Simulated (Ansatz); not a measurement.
## Na (Im-3m): phonon-mediated transition temperature

Wanted: λ, ω_log and Tc of Na (Im-3m). The cell shown first is a relaxed one, from steps not shown here.

Main program and level: Ansatz 0.2.0; DFT PBE, scalar-relativistic, plane waves, PAW.

**1. The cell after earlier relaxation steps**

It takes space group Im-3m (No. 229, cubic). Conventional cell: a = 4.193 Å, b = 4.193 Å, c = 4.193 Å, α = 90.00°, β = 90.00°, γ = 90.00°. Nearest to Na lie 8 Na at 3.63 Å.

**2. Coupling and resistivity: q 2×2×2, k 8×8×8, scattering 12×12×12**

The run that gives the couplings also evaluates McMillan's and Allen and Dynes's formulas and, where asked, the Eliashberg equations, over a range of μ*.

input.yaml reads:

```yaml
crystal:
  lattice:
    - [-2.096458875, 2.096458875, 2.096458875]
    - [2.096458875, -2.096458875, 2.096458875]
    - [2.096458875, 2.096458875, -2.096458875]
  atoms:
    - { symbol: Na, position: [0.0, 0.0, 0.0] }
kpoints:
  mp_grid: { grid: [8, 8, 8] }
hamiltonian:
  xc: pbe
scf:
  occupations: { method: methfessel_paxton, width: 0.2 }
output:
  eigenvalues: true
phonons:
  method: dfpt
  qmesh: [2, 2, 2]
  temperatures: { t_max: 1000, t_step: 50 }
  qpath:
    path:
      - [[0.0, 0.0, 0.0], [0.5, -0.5, 0.5], [0.0, 0.0, 0.5], [0.0, 0.0, 0.0], [0.25, 0.25, 0.25], [0.5, -0.5, 0.5]]
      - [[0.25, 0.25, 0.25], [0.0, 0.0, 0.5]]
    npoints: 10
  electrical_resistivity:
    mesh: [12, 12, 12]
    temperatures: [20.0, 50.0, 80.0, 100.0, 150.0, 200.0, 273.0, 300.0, 400.0, 500.0, 600.0, 800.0]
  superconductivity: { mesh: [12, 12, 12] }
```

Run with:

```bash
ansatz run input.yaml --threads 4 --pin off --max-ram 10240MiB --backend cpu --events-out ev --progress --plain --runs-dir out
```

Numbers of over 12 decimals in the logs are rounded to 6 here.

The program printed:

```text
Engine: ansatz 0.2.0, aarch64-unknown-linux-gnu
Pseudopotentials: kind: paw
Pseudopotential: Na, paw, valence charge 9, recommended cutoff 420 eV (normal), Na.paw.azcp
Functional definition: PBE
  parameter kappa = 0.804
  parameter beta = 0.066725
  exchange = pbe_x(kappa = kappa, mu = beta*pi^2/3)
  correlation = pbe_c(beta = beta)
Crystal: 1 atoms, lattice volume = 36.857 Å³
Basis set: ecut = 420 eV, 683 PW (Γ), exchange–correlation on 50×50×50 points (8 copies of the dense FFT grid, shifted against one another)
Bands: 9, of which v1, the nominal top of the filled ones, is band 5 counted from 1 (4 counted from 0)
Symmetry: 48 space group operations
k-points: 29 of 512
Non-local potential: Na, projectors of the file, l = 0: 3, l = 1: 2, l = 2: 1
PAW form: soft (Blöchl's): semilocal exchange-correlation on the pseudo side does not see the compensation charge
PAW one-centre angular grid: Na, 110 points (default); XC on 64 Gauss nodes
Initial density: superposition of atomic densities (neutral atoms: chi_scale 0, normalization atom), corrected by the library's trained network
Initial wavefunctions: pseudopotential atomic-orbital guess
Functional: x = pbe(κ = 0.804, μ = 0.219515), c = pbe(β = 0.066725)
SCF iter   1: F=—  HF=-1486.406262 eV  |F-HF|=—  |Δ(HF+E_count)|=         —  Δρ=4.83e-4  dr2=4.35e-5  ethr=1.77e-3  ⟨swp⟩=4.9  Hψ=1565  notcnv=0
preconditioner: auto → none  [insulator: Δε(μ)=0.254 eV  Ē_g=7.911 eV  σ=0.200 eV  W_gap=0.86  n_scr=12 (ndim 8)  ℏωp=6.1 eV  f_vac=0.000  D(μ)=0.84/eV (n_scr^D=0)  ε∞_Penn≈1.6]
SCF iter   2: F=—  HF=-1486.406154 eV  |F-HF|=—  |Δ(HF+E_count)|=   1.08e-4  S|Δr|=    0.00e0  Δρ=1.58e-4  dr2=5.05e-6  ethr=4.83e-7  ⟨swp⟩=2.1  Hψ=629  notcnv=0
SCF iter   3: F=—  HF=-1486.406171 eV  |F-HF|=—  |Δ(HF+E_count)|=   1.68e-5  S|Δr|=    0.00e0  Δρ=5.41e-5  dr2=7.74e-7  ethr=5.61e-8  ⟨swp⟩=2.0  Hψ=350  notcnv=0
SCF iter   4: F=—  HF=-1486.406174 eV  |F-HF|=—  |Δ(HF+E_count)|=   3.21e-6  S|Δr|=    0.00e0  Δρ=2.03e-5  dr2=5.98e-8  ethr=8.60e-9  ⟨swp⟩=2.3  Hψ=384  notcnv=0
SCF iter   5: F=—  HF=-1486.406174 eV  |F-HF|=—  |Δ(HF+E_count)|=   4.57e-8  S|Δr|=    0.00e0  Δρ=4.14e-6  dr2=2.32e-9  ethr=6.65e-10  ⟨swp⟩=2.0  Hψ=367  notcnv=0
SCF iter   6: F=—  HF=-1486.406174 eV  |F-HF|=—  |Δ(HF+E_count)|=   1.81e-9  S|Δr|=    0.00e0  Δρ=2.67e-7  dr2=1.02e-11  ethr=2.58e-11  ⟨swp⟩=2.0  Hψ=368  notcnv=0
SCF iter   7: F=-1486.406174 eV  HF=-1486.406174 eV  |F-HF|=0.00e0  |Δ(HF+E_count)|=  5.46e-12  S|Δr|=    0.00e0  Δρ=2.04e-8  dr2=6.19e-14  ethr=1.00e-12  ⟨swp⟩=5.6  Hψ=913  notcnv=0
SCF 1 converged in 7 iterations: F = -1486.406174 eV  dr2 = 6.19e-14
  greatest PAW one-centre occupation: 0.999 electrons in one spin orbital (limit 2), on the Na atom at site 0 (counted from 0), in its partial waves of l = 0
NSCF: frozen V_eff on 29 k-points
NSCF: frozen V_eff on 59 k-points
DFPT response loops at q = (0, 0, 0) (fractional): preconditioner auto → Kerker (q_TF=auto, 2.157 Å⁻¹) (partly filled bands, converged f_vac=0.000); β = 1.00, the filter's whole step (`scf.mixing.beta` (0.50) is not read by the response loops under this deck's `scf.mixing.preconditioner`; to damp them name `kerker` or `kerker_dos`, under which they read `scf.mixing.beta`, and type it under 1.00, their step now; both keys bind the ground state too); Broyden in place of MSR1
NSCF: frozen V_eff on 300 k-points
DFPT response loops at q = (0, 0, -0.5) (fractional): mixed as the last ones told, above
NSCF: frozen V_eff on 118 k-points
DFPT response loops at q = (-0.5, -0.5, -0.5) (fractional): mixed as the last ones told, above
SCF iter   1: F=—  HF=-1486.406262 eV  |F-HF|=—  |Δ(HF+E_count)|=         —  Δρ=4.83e-4  dr2=4.35e-5  ethr=1.77e-3  ⟨swp⟩=4.9  Hψ=1565  notcnv=0
SCF iter   2: F=—  HF=-1486.406154 eV  |F-HF|=—  |Δ(HF+E_count)|=   1.08e-4  S|Δr|=    0.00e0  Δρ=1.58e-4  dr2=5.05e-6  ethr=4.83e-7  ⟨swp⟩=2.1  Hψ=629  notcnv=0
SCF iter   3: F=—  HF=-1486.406171 eV  |F-HF|=—  |Δ(HF+E_count)|=   1.68e-5  S|Δr|=    0.00e0  Δρ=5.41e-5  dr2=7.74e-7  ethr=5.61e-8  ⟨swp⟩=2.0  Hψ=350  notcnv=0
SCF iter   4: F=—  HF=-1486.406174 eV  |F-HF|=—  |Δ(HF+E_count)|=   3.21e-6  S|Δr|=    0.00e0  Δρ=2.03e-5  dr2=5.98e-8  ethr=8.60e-9  ⟨swp⟩=2.3  Hψ=384  notcnv=0
SCF iter   5: F=—  HF=-1486.406174 eV  |F-HF|=—  |Δ(HF+E_count)|=   4.57e-8  S|Δr|=    0.00e0  Δρ=4.14e-6  dr2=2.32e-9  ethr=6.65e-10  ⟨swp⟩=2.0  Hψ=367  notcnv=0
SCF iter   6: F=—  HF=-1486.406174 eV  |F-HF|=—  |Δ(HF+E_count)|=   1.81e-9  S|Δr|=    0.00e0  Δρ=2.67e-7  dr2=1.02e-11  ethr=2.58e-11  ⟨swp⟩=2.0  Hψ=368  notcnv=0
SCF iter   7: F=-1486.406174 eV  HF=-1486.406174 eV  |F-HF|=6.82e-13  |Δ(HF+E_count)|=  5.46e-12  S|Δr|=    0.00e0  Δρ=2.06e-8  dr2=6.45e-14  ethr=1.00e-12  ⟨swp⟩=2.0  Hψ=507  notcnv=0
SCF 2 converged in 7 iterations: F = -1486.406174 eV  dr2 = 6.45e-14
NSCF: frozen V_eff on 72 k-points
SCF converged after 7 iterations
Stability not checked: this state was not tested for a lower state beside it, because cold or Methfessel-Paxton smearing, or corrected tetrahedra, fill the levels in a way that the test cannot read (fill_not_monotonic; see scf.lower_state_search)
Free energy (F): -1486.406174 eV
Harris-Foulkes:  -1486.406174 eV  (|F-HF|=0.00e0)
Internal energy: -1486.404274 eV  (E = F + TS)
E sigma→0 (E₀):  -1486.405699 eV
Entropy (-TS):   -0.001901 eV (-1.901 meV/atom)
Fermi energy:    1.837609 eV
--- Per-component energies (eV) ---
  E_band       = -240.854194
  E_kinetic    = 120.185114
  E_local      = -1441.059171  (includes V_loc(G=0)·N_el)
  E_nonlocal   = 115.110864
  E_hartree    = 527.056245
  E_xc         = -38.360092
  E_vxc        = -49.287760  (∫ρ·V_xc dr)
  E_paw        = -263.162548  (= ΣΔE_a)
  E_vpaw       = -39.915695  (= ΣTr[D̂ρ^β])
  E_aug_tail   = -0.000031  (compensation charges beyond the density's cutoff)
  E_ewald      = -506.174655
  E_smearing   = -0.001901  (= −TS)
  E_closure    = 0.000000  (closes the sum)
  Σ components = -1486.406174   (vs F -1486.406174, Δ=0.00e0)
--- Band table (eV; the first three rows and the last of 29) ---
  k-point 0: bands = ["-51.2285", "-23.1322", "-23.1322", "-23.1322", "-1.5221", "13.5331", "13.5331", "13.5331", "14.5371"]
  k-point 1: bands = ["-51.2282", "-23.1376", "-23.1340", "-23.1322", "-1.2466", "10.9306", "12.3077", "12.7254", "13.1726"]
  k-point 2: bands = ["-51.2275", "-23.1505", "-23.1384", "-23.1322", "-0.4285", "7.8002", "11.0389", "11.7627", "11.9973"]
  k-point 28: bands = ["-51.2248", "-23.1586", "-23.1586", "-23.1586", "6.2948", "6.2948", "6.6785", "6.6785", "6.6785"]
[...]
Hall coefficient in a weak field at 20 K (a third of the trace): -2.298e-10 m³/C (as a tensor it moves by 4.8 % between the two finest meshes); by each state's relaxation time: -2.576e-10 m³/C; by a constant relaxation time: -2.294e-10 m³/C
  mean free path at 50 K (of a tensor a third of its trace): 423 nm by what each carries, 410 by the Fermi surface alone
  Hall coefficient in a weak field at 50 K (a third of the trace): -2.337e-10 m³/C (as a tensor it moves by 2.7 % between the two finest meshes); by each state's relaxation time: -2.458e-10 m³/C; by a constant relaxation time: -2.298e-10 m³/C
  mean free path at 80 K (of a tensor a third of its trace): 174 nm by what each carries, 171 by the Fermi surface alone
  Hall coefficient in a weak field at 80 K (a third of the trace): -2.314e-10 m³/C (as a tensor it moves by 2.2 % between the two finest meshes); by each state's relaxation time: -2.357e-10 m³/C; by a constant relaxation time: -2.298e-10 m³/C
  mean free path at 100 K (of a tensor a third of its trace): 125 nm by what each carries, 123 by the Fermi surface alone
  Hall coefficient in a weak field at 100 K (a third of the trace): -2.303e-10 m³/C (as a tensor it moves by 2.0 % between the two finest meshes); by each state's relaxation time: -2.328e-10 m³/C; by a constant relaxation time: -2.298e-10 m³/C
  mean free path at 150 K (of a tensor a third of its trace): 74.9 nm by what each carries, 74.2 by the Fermi surface alone
  Hall coefficient in a weak field at 150 K (a third of the trace): -2.290e-10 m³/C (as a tensor it moves by 1.7 % between the two finest meshes); by each state's relaxation time: -2.304e-10 m³/C; by a constant relaxation time: -2.297e-10 m³/C
  mean free path at 200 K (of a tensor a third of its trace): 54.2 nm by what each carries, 53.7 by the Fermi surface alone
  Hall coefficient in a weak field at 200 K (a third of the trace): -2.286e-10 m³/C (as a tensor it moves by 1.6 % between the two finest meshes); by each state's relaxation time: -2.299e-10 m³/C; by a constant relaxation time: -2.297e-10 m³/C
  mean free path at 273 K (of a tensor a third of its trace): 38.8 nm by what each carries, 38.5 by the Fermi surface alone
  Hall coefficient in a weak field at 273 K (a third of the trace): -2.285e-10 m³/C (as a tensor it moves by 1.6 % between the two finest meshes); by each state's relaxation time: -2.297e-10 m³/C; by a constant relaxation time: -2.297e-10 m³/C
  mean free path at 300 K (of a tensor a third of its trace): 35.2 nm by what each carries, 34.9 by the Fermi surface alone
  Hall coefficient in a weak field at 300 K (a third of the trace): -2.284e-10 m³/C (as a tensor it moves by 1.6 % between the two finest meshes); by each state's relaxation time: -2.297e-10 m³/C; by a constant relaxation time: -2.297e-10 m³/C
  mean free path at 400 K (of a tensor a third of its trace): 26.2 nm by what each carries, 26.0 by the Fermi surface alone
  Hall coefficient in a weak field at 400 K (a third of the trace): -2.284e-10 m³/C (as a tensor it moves by 1.6 % between the two finest meshes); by each state's relaxation time: -2.297e-10 m³/C; by a constant relaxation time: -2.297e-10 m³/C
  mean free path at 500 K (of a tensor a third of its trace): 20.8 nm by what each carries, 20.7 by the Fermi surface alone
  Hall coefficient in a weak field at 500 K (a third of the trace): -2.284e-10 m³/C (as a tensor it moves by 1.6 % between the two finest meshes); by each state's relaxation time: -2.297e-10 m³/C; by a constant relaxation time: -2.297e-10 m³/C
  mean free path at 600 K (of a tensor a third of its trace): 17.3 nm by what each carries, 17.2 by the Fermi surface alone
  Hall coefficient in a weak field at 600 K (a third of the trace): -2.284e-10 m³/C (as a tensor it moves by 1.6 % between the two finest meshes); by each state's relaxation time: -2.297e-10 m³/C; by a constant relaxation time: -2.297e-10 m³/C
  mean free path at 800 K (of a tensor a third of its trace): 12.9 nm by what each carries, 12.8 by the Fermi surface alone
  Hall coefficient in a weak field at 800 K (a third of the trace): -2.284e-10 m³/C (as a tensor it moves by 1.6 % between the two finest meshes); by each state's relaxation time: -2.297e-10 m³/C; by a constant relaxation time: -2.297e-10 m³/C
  the resistivity times a path that all electrons share, by the Fermi surface of the deck's mesh alone (a third of the trace): 1.407e-15 Ω·m²
  not converged in the mesh (λ_tr; the resistivity at 20 K by 2.25 %; the resistivity at 50 K by 12.01 %; the resistivity at 80 K by 12.63 %; the resistivity at 100 K by 12.72 %; the resistivity at 150 K by 12.68 %; the resistivity at 200 K by 12.57 %; the resistivity at 273 K by 12.50 %; the resistivity at 300 K by 12.51 %; the resistivity at 400 K by 12.62 %; the resistivity at 500 K by 12.80 %; the resistivity at  [...]
  vibrations of 8 cells: unjudged by the run; compare a larger repeat
  the changes of the potential over all sites missed a rigid shift's by 0.00 % (the site terms' by 0.07 %)
  between the force constants' wavevectors the phonons are obtained by Fourier interpolation alone: along a vector of fewer than three repeats the shortest translation of the supercell is 7.262 Å, and under 9.078 Å the phonon self-energy is left out by default: enlarge phonons.supercell (under dfpt, phonons.qmesh)
--- Superconductivity: potentials and phonons of a 2×2×2 supercell ---
           mesh         λ    ħω_log (meV)  μ* declared at (meV)
       12×12×12    0.2138          10.578               11.922
          6×6×6    0.2154          11.205               12.183
          3×3×3    0.2119          12.346               13.122
  λ by the species' shares of the modes' patterns: Na 0.2138
  with the Fermi level up to 15.7 meV (the hardest mode) off, states and modes as they are: density of states 0.2384 to 0.2404 /eV of one spin and cell, λ 0.2137 to 0.2138
  transition temperature on the deck's mesh (K), isotropic and anisotropic, restricted to the Fermi surface (FSR) and over the full bandwidth (FBW), and the last with the density of states resolved in a narrower window:
        μ*   McMillan   Allen–Dynes      iso. FSR      iso. FBW    aniso. FSR    aniso. FBW  narrow window
      0.08      0.004         0.004    none_found    none_found    none_found    none_found     none_found
      0.10      0.000         0.000    none_found    none_found    none_found    none_found     none_found
      0.12      0.000         0.000    none_found    none_found    none_found    none_found     none_found
      0.13      0.000         0.000    none_found    none_found    none_found    none_found     none_found
      0.14      0.000         0.000    none_found    none_found    none_found    none_found     none_found
      0.16      0.000         0.000    none_found    none_found    none_found    none_found     none_found
      0.20          -             -    none_found    none_found    none_found    none_found     none_found
  none_found: no transition down to 0.1 K
  isotope coefficients −∂ln Tc/∂ln M under μ* = 0.13, the force constants as they are, of the isotropic transitions restricted to the Fermi surface and over the full bandwidth: Na - and -
  converged in the mesh: between neighbouring meshes, the two finest first, λ moves by 0.79 % and 1.64 % and the anisotropic transition temperature over the full bandwidth at μ* = 0.13 by nothing (neither mesh has one) and nothing (neither mesh has one); converged means that the two finest part by at most 2.00 % and 5.00 %
  vibrations of 8 cells: unjudged by the run; compare a larger repeat
  the changes of the potential over all sites missed a rigid shift's by 0.00 % (the site terms' by 0.07 %)
  between the force constants' wavevectors the phonons are obtained by Fourier interpolation alone: along a vector of fewer than three repeats the shortest translation of the supercell is 7.262 Å, and under 9.078 Å the phonon self-energy is left out by default: enlarge phonons.supercell (under dfpt, phonons.qmesh)
```

It took 10 s on 4 threads of Arm Neoverse V1, shared host; peak memory 0.47 GiB.

This step gave:

| Property | Result |
| --- | --- |
| volume per atom | 36.86 Å³ |
| metallic on mesh | yes |
| gap on the k-mesh | 0 eV |
| zero point energy | 0.01571 eV/cell |
| share of imaginary modes in the plain interpolation between solved wavevectors | 0 |
| highest frequency, solved or plainly interpolated | 126.6 cm⁻¹ |
| Debye temperature (second moment) | 166 K |
| resistivity at 300 K | 4.029 μΩ cm |
| coupling constant λ | 0.2138 |
| density of states at the Fermi level | 0.2394 states/eV a spin and cell |
| log mean phonon energy ħω_log | 10.58 meV |
| transport coupling constant λ_tr | 0.1225, 0.1225, 0.1225 (xx, yy, zz) |
| Drude plasma energy | 5.986, 5.986, 5.986 eV (xx, yy, zz) |
| resistivity times mean free path | 14.07, 14.07, 14.07 × 10⁻¹⁶ Ω m² (xx, yy, zz) |
| second-moment phonon energy ħω₂ | 11.92 meV |
| coupling λ by branch | 0.0419, 0.0236, 0.148 (branches by rank of frequency) |

An empty cell: under 1 mK by a formula, or no transition down to the floor of the Eliashberg search. Transition temperatures:

```
  μ*  McMillan Tc (K)  Allen–Dynes Tc (K)
0.08          0.00362             0.00364
 0.1                -                   -
0.12                -                   -
0.13                -                   -
0.14                -                   -
0.16                -                   -
 0.2                -                   -
```

[end of part 1 of 2]

[Logs are printed without paths, hosts, clocks, repeated set-up lines and the standing remarks that a program may print on its own settings, such as how far it seeks lower states.]

[Hosts, paths, dates, database ids (printed as entryN), source tags and the programs' standing remarks are cut or masked in the printed files.]
